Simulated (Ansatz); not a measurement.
**ZrO2, fluorite: band edges under a change of volume**

How fast do the gaps move when the cell is scaled evenly? The symmetry of the cell is held, so distortions that would lower it, which this phase may prefer, aren't tested.

Calculated with Ansatz 0.2.0, r2SCAN, PAW files of the set soft_1, cutoff 600 eV, Fermi–Dirac smearing 0.02 eV, k-mesh 9×9×9, no spin polarisation, no spin-orbit coupling.

Reference cell, relaxed at zero pressure with r2SCAN (Fm-3m): a = 3.5983 Å, b = 3.5983 Å, c = 3.5983 Å, α = 60.00°, β = 60.00°, γ = 60.00°.

```
atom       x       y       z
  Zr  0.0000  0.0000  0.0000
   O  0.2500  0.2500  0.2500
   O  0.7500  0.7500  0.7500
```

Levels are read on the k-mesh and along lines from Γ to X = (0.5, 0, 0.5), L = (0.5, 0.5, 0.5), K = (0.375, 0.375, 0.75) and W = (0.5, 0.25, 0.75) in the reciprocal basis of this cell (the letters only name these points), and count from the highest filled level.

```
ln(V/V0)  gap (eV)  direct gap at Γ (eV)
 −0.0619     4.074                 4.646
 −0.0408     4.011                 4.575
 −0.0202     3.948                 4.505
  0.0000     3.885                 4.435
  0.0392     3.762                 4.298
  0.0583     3.701                 4.230
```

**Question.** Fit the direct gap at Γ and give it at ln(V/V0) = 0.0198, a row left out above.

A straight line through the 6 rows: the means are −0.004233 for ln(V/V0) and 4.4482 for the level, Σ(Δx)² = 0.01073 and ΣΔxΔy = −0.03717, so the slope is −0.03717/0.01073 = −3.4638 and the intercept 4.4482 − (−3.4638)(−0.004233) = 4.4335.

The slope is the volume deformation potential of this gap, −3.46 eV, as a mean over the range. The line gives 4.365 eV. The run itself gives 4.366 eV, so the estimate misses by 0.001 eV, a rounding's worth.

The gap lies below the direct one at Γ in every row. Semilocal functionals give gaps that are too small, and the error differs from valley to valley, so the order of close valleys can be wrong too.

[Logs are printed without paths, hosts, clocks, repeated set-up lines and the standing remarks that a program may print on its own settings, such as how far it seeks lower states.]
